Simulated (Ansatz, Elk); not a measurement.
# Bonding as seen by X-rays: CaCu3

The structure of CaCu3 used here is made up (a known structure type with other elements) and was relaxed beforehand with PBEsol. The aim is the Fourier transform of its all-electron density, F(hkl), set beside the sum over free spherical atoms that refinements use.

Main program and level: Elk 11.2.3 (patched build); DFT, PBE, all-electron APW+lo, Dirac cores, scalar-relativistic bands, static density, no spin.

The structure was built from a prototype and need not be the compound's stable phase.

### 1. Starting point

It takes space group Pm-3m (No. 221, cubic). Conventional cell: a = 3.975 Å, b = 3.975 Å, c = 3.975 Å, α = 90.00°, β = 90.00°, γ = 90.00°. Nearest to Cu lie 8 Cu at 2.81 Å and 4 Ca at 2.81 Å. Nearest to Ca lie 12 Cu at 2.81 Å. Farther neighbours are not listed.

### 2. Ground state and structure factors

An all-electron density is needed, since X-rays see the cores too. Task 0 finds the density and task 195 Fourier-transforms it; tshift is off so that phases refer to the origin typed.

Contents of elk.in:

```
tasks
  0
  195

xctype
  20

spinpol
  .false.

rgkmax
  7.0

gmaxvr
  14.0

lmaxo
  7

lmaxapw
  8

swidth
  0.002

tshift
  .false.

ramdisk
  .false.

hmaxvr
  5.5

maxscl
  120

epspot
  1e-06

sppath
  './'

avec
  7.51227283222 0.00000000000 -0.00000000000
  0.00000000000 7.51227283222 0.00000000000
  0.00000000000 0.00000000000 7.51227283222

atoms
  2
  'Cu.in'
  3
  0.5000000000 0.5000000000 0.0000000000   0.000000 0.000000 0.000000
  0.5000000000 -0.0000000000 0.5000000000   0.000000 0.000000 0.000000
  0.0000000000 0.5000000000 0.5000000000   0.000000 0.000000 0.000000
  'Ca.in'
  1
  -0.0000000000 0.0000000000 0.0000000000   0.000000 0.000000 0.000000

ngridk
  6 6 6
```

Command:

```bash
OMP_NUM_THREADS=4 elk
```

Numbers of over 12 decimals in the logs are rounded to 6 here.

The program printed:

```text
┌─────────────────────────┐
│ Elk code version 11.2.3 │
└─────────────────────────┘

All units are atomic (Hartree, Bohr, etc.)

┌─────────────────────────────────────────────────┐
│ Ground-state run starting from atomic densities │
└─────────────────────────────────────────────────┘

Lattice vectors :
   7.512272832       0.000000000      -0.000000000
   0.000000000       7.512272832       0.000000000
   0.000000000       0.000000000       7.512272832

Reciprocal lattice vectors :
  0.8363893921       0.000000000       0.000000000
  -0.000000000      0.8363893921       0.000000000
   0.000000000      -0.000000000      0.8363893921

Unit cell volume      :    423.9494313
Brillouin zone volume :   0.5850938700

Muffin-tin inner radius fraction :   0.1000000000E-01

Nuclei treated as point charges

Species : 1 (Cu)
 parameters loaded from : Cu.in
 name : copper
 nuclear charge    :   -29.00000000
 electronic charge :    29.00000000
 atomic mass :    115837.2717
 muffin-tin radius :    2.400000000
 number of radial points in muffin-tin :    993
 inner part over the whole radius :   0.9893084826E-02
 number on inner part of muffin-tin    :    701
 approximate nuclear radius :   0.7406004541E-04
 number of mesh points to nuclear radius :    336
 atomic positions (lattice), magnetic fields (Cartesian) :
  1 :   0.50000000  0.50000000  0.00000000    0.00000000  0.00000000  0.00000000
  2 :   0.50000000  0.00000000  0.50000000    0.00000000  0.00000000  0.00000000
  3 :   0.00000000  0.50000000  0.50000000    0.00000000  0.00000000  0.00000000

Species : 2 (Ca)
 parameters loaded from : Ca.in
 name : calcium
 nuclear charge    :   -20.00000000
 electronic charge :    20.00000000
 atomic mass :    73057.72475
 muffin-tin radius :    2.400000000
 number of radial points in muffin-tin :    993
 inner part over the whole radius :   0.9970789793E-02
 number on inner part of muffin-tin    :    698
 approximate nuclear radius :   0.6614485811E-04
 number of mesh points to nuclear radius :    321
 atomic positions (lattice), magnetic fields (Cartesian) :
  1 :   0.00000000  0.00000000  0.00000000    0.00000000  0.00000000  0.00000000

Total number of atoms per unit cell :    4
Total muffin-tin volume :    231.6233432
 ratio of muffin-tin to unit cell volume :   0.5463466302

Spin treatment :
 spin-unpolarised

Number of Bravais lattice symmetries :   48
Number of crystal symmetries         :   48
Crystal has inversion symmetry
Real symmetric eigensolver will be used

k-point grid :      6     6     6
k-point offset :    0.000000000       0.000000000       0.000000000
k-point set is reduced with full crystal symmetry group
Total number of k-points :       20

Muffin-tin radius times maximum |G+k| :    7.000000000
 using average radius
Maximum |G+k| for APW functions       :    2.916666667
Maximum (1/2)|G+k|²                   :    4.253472222
Maximum |G| for potential and density :    14.00000000
Constant for pseudocharge density :    8
 order of it for each species :   15  15
 order of it for pair densities of each species (exact exchange by exxq0 0: 16) :   10  10
Radial integration step length :    1

G-vector grid sizes :     35    35    35
Number of G-vectors :    19597

Maximum angular momentum used for
 APW functions            :    8
 outer part of muffin-tin :    7
 inner part of muffin-tin :    2

Total nuclear charge    :   -107.0000000
Total core charge       :    46.00000000
Total valence charge    :    61.00000000
Total excess charge     :    0.000000000
Total electronic charge :    107.0000000

Effective Wigner radius, rₛ :   0.9816286456

Number of empty states         :     16
Total number of valence states :     47
Total number of core states    :     46

Third-order local-orbitals added for an l without core states : T
Total number of local-orbitals :     74

Exchange-correlation functional :     20     0     0
 Perdew-Burke-Ernzerhof, Phys. Rev. Lett. 77, 3865 (1996)
 gradient requirement :    1
[...]
exchange                    :     -230.75996216004
 correlation                 :     -4.986474
 electron entropic           :    -0.16260998630086E-02
 total energy                :     -5644.0433910978

Density of states at Fermi energy :    130.6765048
 (states/Hartree/unit cell)

Estimated indirect band gap :   0.1563944495E-02
 from k-point 9 to k-point 15
Estimated direct band gap   :   0.8233554729E-02
 at k-point 9

Charges :
 core                        :    46.00000000
 valence                     :    61.00000000
 interstitial                :    5.588538835
 muffin-tins (core leakage)
  species : 1 (Cu)
   atom 1                    :    27.42351885     (  0.1738931498E-03)
   atom 2                    :    27.42351885     (  0.1738931498E-03)
[...]
species : 2 (Ca)
[...]
total in muffin-tins        :    101.4114612
 total calculated charge     :    106.9989801
 total charge                :    107.0000000
 error                       :   0.1019887730E-02

RMS change in Kohn-Sham potential (target) :   0.7756032494     (  0.1000000000E-05)
Absolute change in total energy (target)   :   0.1148042969     (  0.1000000000E-03)

[... loops 3 to 16 left out ...]

┌──────────────────┐
│ Loop number : 17 │
└──────────────────┘

Energies :
 Fermi                       :     0.214538
 sum of occupied eigenvalues :     -3241.5233578819
 electron kinetic            :      5735.9146676504
 core electron kinetic       :      5137.1049209538
 Coulomb                     :     -11142.259420189
 Coulomb potential           :     -8666.8854428636
 nuclear-nuclear             :     -882.55574608973
 electron-nuclear            :     -11880.887812484
 Hartree                     :      1621.1841383854
 Madelung                    :     -6808.8166987568
 xc potential                :     -310.55258266864
 exchange                    :     -234.10264533781
 correlation                 :     -5.000913
 electron entropic           :    -0.49293014437674E-03
 total energy                :     -5645.4488037170

Density of states at Fermi energy :    36.97301478
 (states/Hartree/unit cell)

Estimated indirect band gap :   0.1742132773E-02
 from k-point 5 to k-point 5
Estimated direct band gap   :   0.1742132773E-02
 at k-point 5

Charges :
 core                        :    46.00000000
 valence                     :    61.00000000
 interstitial                :    4.238911108
 muffin-tins (core leakage)
  species : 1 (Cu)
[...]
species : 2 (Ca)
[...]
total in muffin-tins        :    102.7610889
 total calculated charge     :    106.9991246
 total charge                :    107.0000000
 error                       :   0.8753592805E-03

RMS change in Kohn-Sham potential (target) :   0.1882725689E-06 (  0.1000000000E-05)
Absolute change in total energy (target)   :   0.8808140319E-04 (  0.1000000000E-03)

Convergence targets achieved

┌──────────────────┐
│ Loop number : 18 │
└──────────────────┘

Energies :
 Fermi                       :     0.214538
 sum of occupied eigenvalues :     -3241.5233551207
 electron kinetic            :      5735.9146631416
 core electron kinetic       :      5137.1049222109
 Coulomb                     :     -11142.259413113
 Coulomb potential           :     -8666.8854453309
 nuclear-nuclear             :     -882.55574608973
 electron-nuclear            :     -11880.887795815
 Hartree                     :      1621.1841287916
 Madelung                    :     -6808.8166904479
 xc potential                :     -310.55257293138
 exchange                    :     -234.10264478840
 correlation                 :     -5.000913
 electron entropic           :    -0.49293028413298E-03
 total energy                :     -5645.4488006037

Density of states at Fermi energy :    36.97302283
 (states/Hartree/unit cell)

Estimated indirect band gap :   0.1742135228E-02
 from k-point 5 to k-point 5
Estimated direct band gap   :   0.1742135228E-02
 at k-point 5

Charges :
 core                        :    46.00000000
 valence                     :    61.00000000
 interstitial                :    4.238911363
 muffin-tins (core leakage)
  species : 1 (Cu)
[...]
atom 2                    :    28.13283118     (  0.1563911506E-03)
   atom 3                    :    28.13283118     (  0.1563911506E-03)
  species : 2 (Ca)
   atom 1                    :    18.36259509     ( -0.1984016436E-06)
 total in muffin-tins        :    102.7610886
 total calculated charge     :    106.9991246
 total charge                :    107.0000000
 error                       :   0.8753592777E-03

┌──────────────────────────────┐
│ Self-consistent loop stopped │
└──────────────────────────────┘

Warning : core states of species 1 leak from the muffin-tin :   0.1563911506E-03

Wrote STATE.OUT
```

Run time: 15 s. Hardware: 4 threads of Arm Neoverse V2, shared host; peak memory 0.16 GiB.

SFACRHO.OUT:

```text

h k l indices transformed by vhmat matrix:
   1.000000000       0.000000000       0.000000000    
   0.000000000       1.000000000       0.000000000    
   0.000000000       0.000000000       1.000000000    

      h      k      l  multipl.   |H|            Re(F)            Im(F)           |F|

      0      0      0      1   0.0000000       107.00000     -0.85098351E-17   107.00000    
     -1      0      0      6  0.83638939      -9.4516787     -0.61043272E-14   9.4516787    
      1     -1      0     12   1.1828332      -9.1069649     -0.41420071E-14   9.1069649    
     -1     -1     -1      8   1.4486689       81.466206      0.16485006E-13   81.466206    
      0      0     -2      6   1.6727788       76.861682      0.10418841E-13   76.861682    
     -1     -2      0     24   1.8702235      -8.0505229     -0.50068475E-14   8.0505229    
      1     -2      1     24   2.0487272      -7.7792066     -0.95169695E-14   7.7792066    
      0      2     -2     12   2.3656664       63.903178      0.62379057E-14   63.903178    
      0     -3      0      6   2.5091682      -7.0496015     -0.12526338E-13   7.0496015    
     -1      2     -2     24   2.5091682      -7.0705170      0.17506165E-14   7.0705170    
      3      1      0     24   2.6448955      -6.8223395      0.75038304E-17   6.8223395    
      1     -3      1     24   2.7739898       57.201744      0.38785326E-14   57.201744    
     -2      2      2      8   2.8973378       55.346574     -0.75586292E-14   55.346574    
     -3      2      0     24   3.0156448      -6.0932464     -0.17570285E-13   6.0932464    
     -3      1      2     48   3.1294825      -5.8623093      0.26351572E-13   5.8623093    
      0     -4      0      6   3.3455576       49.202308      0.13419902E-13   49.202308    
      2     -2     -3     24   3.4485218      -5.2134503     -0.20249593E-13   5.2134503    
      4     -1      0     24   3.4485218      -5.2145830     -0.32779249E-14   5.2145830
```

Elk indexes on the primitive cell of elk.in and gives |H| = 4π sin θ/λ in inverse bohr. Below, one row stands for each form hkl of the conventional cell (m members, Friedel mates merged), F is for one primitive cell and the density is static (no thermal factor). Free-atom factors are Waasmaier and Kirfel's, and R is Σm||F|−|F'||/Σm|F|.

| hkl | m | sin θ/λ (Å⁻¹) | abs F, DFT | neutral atoms | diff. |
| --- | --- | --- | --- | --- | --- |
| 100 | 6 | 0.126 | 9.452 | 9.752 | -0.300 |
| 110 | 12 | 0.178 | 9.107 | 9.431 | -0.324 |
| 111 | 8 | 0.218 | 81.466 | 82.463 | -0.996 |
| 200 | 6 | 0.252 | 76.862 | 77.840 | -0.978 |
| 210 | 24 | 0.281 | 8.050 | 8.388 | -0.338 |
| 211 | 24 | 0.308 | 7.779 | 8.070 | -0.291 |
| 220 | 12 | 0.356 | 63.903 | 64.278 | -0.374 |
| 300 | 6 | 0.377 | 7.050 | 7.172 | -0.122 |
| 221 | 24 | 0.377 | 7.071 | 7.172 | -0.101 |
| 310 | 24 | 0.398 | 6.822 | 6.890 | -0.068 |
| 311 | 24 | 0.417 | 57.202 | 57.312 | -0.111 |
| 222 | 8 | 0.436 | 55.347 | 55.394 | -0.048 |
| 320 | 24 | 0.454 | 6.093 | 6.098 | -0.005 |
| 321 | 48 | 0.471 | 5.862 | 5.853 | +0.009 |
| 400 | 6 | 0.503 | 49.202 | 49.147 | +0.055 |
| 322 | 24 | 0.519 | 5.213 | 5.176 | +0.038 |
| 410 | 24 | 0.519 | 5.215 | 5.176 | +0.039 |
| 411 | 24 | 0.534 | 5.016 | 4.969 | +0.047 |
| 330 | 12 | 0.534 | 4.976 | 4.969 | +0.006 |
| 331 | 24 | 0.548 | 45.637 | 45.556 | +0.081 |
| 420 | 24 | 0.562 | 44.604 | 44.514 | +0.090 |
| 421 | 48 | 0.576 | 4.443 | 4.407 | +0.036 |

### 3. The highest occupied states alone

An energy window below the Fermi level keeps the highest occupied states, to see at which angles they scatter; shallow core shells can lie inside it and anion s states outside. No new self-consistency is needed.

Edit elk.in of step 2 so:

```diff
@@ -1,3 +1,2 @@
 tasks
-  0
   195
@@ -40,2 +39,5 @@
 
+wsfac
+  -0.152960 0.514540
+
 sppath
```

Command:

```bash
OMP_NUM_THREADS=4 elk
```

The program printed:

```text
┌─────────────────────────────────┐
│ Elk code version 11.2.3 started │
└─────────────────────────────────┘

Info(readinput): the functional depends on the density's gradient
 muffin-tin radial points multiplied by    2.00000
 (not where nrmtscf is given)

┌────────────────────┐
│ Current task : 195 │
└────────────────────┘

Info(sfacrho): density structure factors written to SFACRHO.OUT

 Energy window :  -0.1529600000      0.5145400000

┌──────────────────┐
│ Elk code stopped │
└──────────────────┘
```

Run time: 4.9 s. Hardware: 4 threads; peak memory 0.17 GiB; 6.4 s of CPU time.

States within 10 eV below the Fermi level hold 35.00 electrons; any levels below the window count with the cores. Their amplitudes can exceed the total, where window and core parts have opposite phase:

| hkl | sin θ/λ (Å⁻¹) | abs F, window | abs F, all |
| --- | --- | --- | --- |
| 100 | 0.126 | 8.348 | 9.452 |
| 110 | 0.178 | 7.205 | 9.107 |
| 111 | 0.218 | 18.968 | 81.466 |
| 200 | 0.252 | 16.819 | 76.862 |
| 210 | 0.281 | 4.850 | 8.050 |
| 211 | 0.308 | 4.374 | 7.779 |
| 220 | 0.356 | 11.484 | 63.903 |
| 300 | 0.377 | 3.378 | 7.050 |
| 221 | 0.377 | 3.399 | 7.071 |
| 310 | 0.398 | 3.137 | 6.822 |

[end of part 1 of 2]

[Logs are printed without paths, hosts, clocks, repeated set-up lines and the standing remarks that a program may print on its own settings, such as how far it seeks lower states.]

[Hosts, paths, dates, database ids (printed as entryN), source tags and the programs' standing remarks are cut or masked in the printed files.]
